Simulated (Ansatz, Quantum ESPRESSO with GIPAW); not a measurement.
# 17O and 45Sc NMR of YScO3, calculated, part 2 of 2

Wanted: NMR shieldings and quadrupolar couplings for each site of YScO3.

Quantum ESPRESSO with GIPAW; PBEsol.

So far. Step 3 (Shieldings): An axis of order three or more runs through Y, Sc, O(1) and O(2), so two principal values coincide and the skew is ±1. In this run the largest span is that of O(2) (site symmetry -6m2), with principal values -596.5, -64.2 and -64.2 ppm.

**4. Quadrupolar couplings**

Level of this step: DFT, PBEsol, plane-wave PAW, default files, scalar-relativistic, field gradients (Ansatz).

17O and 45Sc have a quadrupole moment, which couples to the field gradient and broadens the lines. The gradient is a property of the ground-state density and needs no response; it is taken from a second code that counts the whole PAW charge. C_Q = eQV_zz/h, with Q = -0.02558 barn for 17O, -0.22 barn for 45Sc.

This step: DFT, PBEsol, plane-wave PAW, default files (PAW set soft_2), scalar-relativistic, field gradients (Ansatz 0.2.0), on the same atoms.

input.yaml

```yaml
crystal:
  lattice:
    - [3.5905899331, 0.0, 0.0]
    - [-1.7952949665, 3.1095420966, 0.0]
    - [0.0, 0.0, 12.444239]
  atoms:
    - { symbol: "Y", position: [0.0, 0.0, 0.0] }
    - { symbol: "Y", position: [0.0, 0.0, 0.5] }
    - { symbol: Sc, position: [0.3333333333, 0.6666666667, 0.25] }
    - { symbol: Sc, position: [0.6666666667, 0.3333333333, 0.75] }
    - { symbol: O, position: [0.3333333333, 0.6666666667, 0.0826136265] }
    - { symbol: O, position: [0.3333333333, 0.6666666667, 0.4173863735] }
    - { symbol: O, position: [0.0, 0.0, 0.25] }
    - { symbol: O, position: [0.0, 0.0, 0.75] }
    - { symbol: O, position: [0.6666666667, 0.3333333333, 0.9173863735] }
    - { symbol: O, position: [0.6666666667, 0.3333333333, 0.5826136265] }
kpoints:
  mp_grid: { grid: [7, 7, 2] }
scf:
  occupations: { method: fixed }
hamiltonian:
  xc: pbesol
output:
  forces: false
  stress: false
  efg: { quadrupole_moments_barn: { Sc: -0.22, O: -0.02558 } }
  write_density: true
  write_potential: true
  elf: true
  volumetric_format: npy
```

On the command line:

```
> ansatz run input.yaml --threads 4 --pin off --max-ram 8192MiB --backend cpu --events-out ev --progress --plain --runs-dir out
```

Output:

```text
[... set-up, SCF cycles and energies left out ...]
--- PAW observables at the nuclei: V_zz in 10²¹ V/m², potentials from the cell's mean, atoms counted from 1 ---
  atom   1  Y  V_zz =   +11.262156   η = 0.0000   by run symmetry: allowed
  atom   2  Y  V_zz =   +11.262156   η = 0.0000   by run symmetry: allowed
  atom   3  Sc V_zz =    -5.248378   η = 0.0000   by run symmetry: allowed   C_q = +27.9191 MHz
  atom   4  Sc V_zz =    -5.248378   η = 0.0000   by run symmetry: allowed   C_q = +27.9191 MHz
  atom   5  O  V_zz =    -0.507051   η = 0.0000   by run symmetry: allowed   C_q = +0.3136 MHz
  atom   6  O  V_zz =    -0.507051   η = 0.0000   by run symmetry: allowed   C_q = +0.3136 MHz
  atom   7  O  V_zz =    -2.443112   η = 0.0000   by run symmetry: allowed   C_q = +1.5111 MHz
  atom   8  O  V_zz =    -2.443112   η = 0.0000   by run symmetry: allowed   C_q = +1.5111 MHz
  atom   9  O  V_zz =    -0.507051   η = 0.0000   by run symmetry: allowed   C_q = +0.3136 MHz
  atom  10  O  V_zz =    -0.507051   η = 0.0000   by run symmetry: allowed   C_q = +0.3136 MHz
--- Band table (eV; the first three rows and the last of 16) ---
  k-point 0: bands = ["-39.3513", "-39.3513", "-31.8954", "-31.8953", "-18.1114", "-18.1067", "-18.0875", "-18.0875", "-18.0874", "-18.0874", "-12.3887", "-12.3403", "-11.7070", "-11.7070", "-11.7069", "-11.7069", "-8.6441", "-8.5000", "-8.0740", "-7.9394", "-7.1157", "-6.8501", "4.5769", "4.9096", "4.9553", "4.9553", "4.9947", "4.9947", "5.3289", "5.3289", "5.4931", "5.4931", "5.7623", "6.0493", "6.7887", "7.1726", "7.1726", "7.4282", "7.4282", "7.8295", "11.6914", "12.1810", "12.7720", "12.7720", "13.2330", "13.2330", "13.8700", "13.8700", "13.9686", "13.9686"]
  k-point 1: bands = ["-39.3513", "-39.3513", "-31.8954", "-31.8954", "-18.1090", "-18.1090", "-18.0874", "-18.0874", "-18.0874", "-18.0874", "-12.3647", "-12.3647", "-11.7070", "-11.7070", "-11.7070", "-11.7070", "-8.5695", "-8.5695", "-8.0223", "-8.0223", "-6.9698", "-6.9698", "4.7528", "4.7528", "4.9723", "4.9723", "4.9723", "4.9723", "5.4097", "5.4097", "5.4097", "5.4097", "5.8023", "5.8023", "7.3026", "7.3026", "7.3026", "7.3026", "7.3916", "7.3916", "11.9472", "11.9472", "12.9819", "12.9819", "12.9819", "12.9819", "13.9385", "13.9385", "13.9385", "13.9385"]
  k-point 2: bands = ["-39.3478", "-39.3477", "-31.8842", "-31.8841", "-18.1468", "-18.1467", "-18.1064", "-18.1031", "-18.0969", "-18.0968", "-12.3292", "-12.2873", "-11.9550", "-11.9440", "-11.7340", "-11.7339", "-8.4916", "-8.3975", "-7.8528", "-7.6736", "-7.2445", "-6.9787", "4.6634", "4.8910", "4.9633", "5.0060", "5.0734", "5.0941", "5.1543", "5.2735", "5.4623", "5.6731", "6.0463", "6.3324", "6.4581", "7.0011", "7.0499", "7.3216", "7.5170", "7.6794", "12.3116", "12.6140", "12.7717", "12.8974", "13.1775", "13.2422", "13.6330", "13.8402", "14.1499", "14.2371"]
  k-point 15: bands = ["-39.3309", "-39.3309", "-31.8301", "-31.8301", "-18.3675", "-18.3675", "-18.1921", "-18.1921", "-18.0843", "-18.0843", "-12.5433", "-12.5433", "-12.2516", "-12.2516", "-11.9869", "-11.9869", "-7.9260", "-7.9260", "-7.4293", "-7.4293", "-7.0281", "-7.0281", "4.8541", "4.8541", "5.0760", "5.0760", "5.4281", "5.4281", "5.5717", "5.5717", "5.9604", "5.9604", "6.2184", "6.2184", "6.6175", "6.6175", "6.9854", "6.9854", "7.6036", "7.6036", "11.1969", "11.1969", "12.3913", "12.3913", "13.6648", "13.6648", "13.8310", "13.8310", "13.8884", "13.8884"]

[the lines on potentials at the nuclei are left out]
```

The job ended after 1.9 s (4 threads of Intel Xeon Platinum 8488C (Sapphire Rapids), shared host; peak memory 0.66 GiB).

gipaw.x (job efg) gives them too, in 3.5 s; on PAW files it lacks the augmentation charge of neighbouring atoms. V_zz in 10²¹ V/m²:

```
site  Ansatz  gipaw.x  η_Q, first  η_Q, second
   Y  11.262   11.161        0.00         0.00
  Sc  -5.248   -5.530        0.00         0.00
O(1)  -0.507   -0.541        0.00         0.00
O(2)  -2.443   -2.187        0.00         0.00
```

Among gradients over 0.05 the ratio is farthest from one on O(2), by 11 %; the first column is used below.

Among nuclei of half-integer spin the second-order effect is largest for 45Sc on Sc (spin 7/2, C_Q 27.92 MHz): at 9.4 T it moves the centre of gravity of the MAS line by -210 ppm from δ_iso, and by a quarter of that at twice the field, by δ_Q = −(3/40)(C_Q/ν0)²(1 + η²/3)[I(I+1) − 3/4]/[I²(2I−1)²] × 10⁶ ppm with ν0 = 97.4 MHz.

**5. NMR parameters by site**

Covalently bonded atoms count as neighbours within 1.18 times the sum of their radii. Otherwise a cation's neighbours lie within 1.2 times its shortest bond (1.3 for large cations, each anion's radius taken off where they differ), and an anion's are the cations that count it.

```
site  atom no.  atoms in cell   surroundings     bonds (Å)  σ_iso (ppm)  C_Q (MHz)   η_Q
   Y         1              2            YO6         2.314       2460.5          -     -
  Sc         3              2           ScO5  2.07 to 2.08          557       27.9  0.00
O(1)         5              4  bound to ScY3  2.08 to 2.31       -188.4       0.31  0.00
O(2)         7              2   bound to Sc3         2.073       -241.7       1.51  0.00
```

By surroundings the O shieldings are 3-coordinate: -241.7; 4-coordinate: -188.4 ppm.

Simulated spectrum: 17O fast MAS, 16.4 T (94.7 MHz), central transition to second order, lines broadened by 1.5 ppm; the axis counts ppm from the isotropic position of O(1), as −Δσ; rigid lattice, with dipolar and J couplings and satellite transitions left out.

offset (ppm), intensity and a bar:
```
     60.8       0.00 
     58.7       0.00 
     56.5       0.00 
     54.4       0.01 
     52.4       0.28 ########
     51.9       0.30 #########
     50.3       0.12 ####
     48.1       0.01 
     46.1       0.00 
     44.0       0.00 
     41.9       0.00 
     39.9       0.00 
     37.7       0.00 
     35.6       0.00 
     33.4       0.00 
     31.5       0.00 
     29.3       0.00 
     27.2       0.00 
     25.2       0.00 
     23.1       0.00 
     20.9       0.00 
     18.9       0.00 
     16.8       0.00 
     14.6       0.00 
     12.5       0.00 
     10.5       0.00 
      8.4       0.00 
      6.2       0.00 
      4.3       0.01 
      2.1       0.03 #
      0.0       1.00 ##############################
     -2.0       0.04 #
     -4.2       0.01 
     -6.3       0.00 
     -8.3       0.00
```

Most prominent maxima (ppm: height): 51.9: 0.30, 0.0: 1.00.

Simulated spectrum: 45Sc static powder, 7.05 T (73.0 MHz), central transition to second order, lines broadened by 38 ppm; the axis counts ppm from the isotropic position of Sc, as −Δσ; rigid lattice, with dipolar and J couplings and satellite transitions left out.

offset (ppm), intensity and a bar:
```
      905       0.00 
      832       0.00 
      759       0.01 
      685       0.42 #############
      663       0.71 #####################
      618       0.41 ############
      544       0.27 ########
      471       0.22 #######
      403       0.19 ######
      330       0.17 #####
      257       0.16 #####
      189       0.15 #####
      116       0.15 ####
       43       0.16 #####
      -31       0.18 #####
      -98       0.18 #####
     -171       0.18 #####
     -245       0.18 #####
     -312       0.18 #####
     -386       0.18 #####
     -459       0.19 ######
     -526       0.19 ######
     -600       0.20 ######
     -673       0.21 ######
     -746       0.22 ######
     -814       0.23 #######
     -887       0.25 #######
     -960       0.28 ########
    -1028       0.32 #########
    -1101       0.39 ############
    -1175       0.61 ##################
    -1214       1.00 ##############################
    -1242       0.43 #############
    -1316       0.01 
    -1389       0.00 
    -1456       0.00
```

Most prominent maxima (ppm: height): 663: 0.71, -1214: 1.00.

**6. Results**

| Quantity | Value |
| --- | --- |
| 17O shielding without shape term | -241.7, -188.4 ppm |
| 17O size of C_Q | 1.51, 0.31 MHz |
| 45Sc shielding without shape term | 557 ppm |
| 45Sc size of C_Q | 27.92 MHz |
| 89Y shielding without shape term | 2460.5 ppm |

In words: 17O has 2 sites, in the ratio 1:2: O(2) (bound to Sc3) at a shielding of -241.7 and O(1) (bound to ScY3) at a shielding of -188.4 ppm, shape term left out. A shift needs a reference, δ = σ_ref − σ, fixed on measured compounds; for 17O of this kind at this level too few were at hand, or they scattered too widely about a line, so none is given. No sound run at another cutoff or mesh is at hand, so convergence rests on the f-sum rule and on experience with these files. Semilocal functionals place the empty 3d states of Sc too low, which is known to deshield neighbouring O too much. The scalar-relativistic files are used with non-relativistic response operators, which weighs most on the heavy atoms' own shieldings. In PBE checks against another PAW code, field gradients made this way came out 2 to 6 % larger on O (three silicas and corundum) and 10 % smaller on Al (corundum alone). This build of gipaw.x prints that it is not audited and that its numbers are no references by themselves. It also reports spline_ps as false although the input sets it; why was not traced. Without spin-orbit coupling, gradients at and beside the heavy atoms are unsure. pw.x warned of eigenvalues not converged in some cycles of 1 ground-state run, which then met the threshold.

[Banner, clock, file and message-heading lines were taken out of the pw.x and gipaw.x logs.]

[Logs are printed without paths, hosts, clocks, repeated set-up lines and the standing remarks that a program may print on its own settings, such as how far it seeks lower states.]

[Hosts, paths, dates, database ids (printed as entryN), source tags and the programs' standing remarks are cut or masked in the printed files.]

[Where no reference line passes its bar on scatter, no shift is given, so a measured shift of this compound may stand uncompared.]
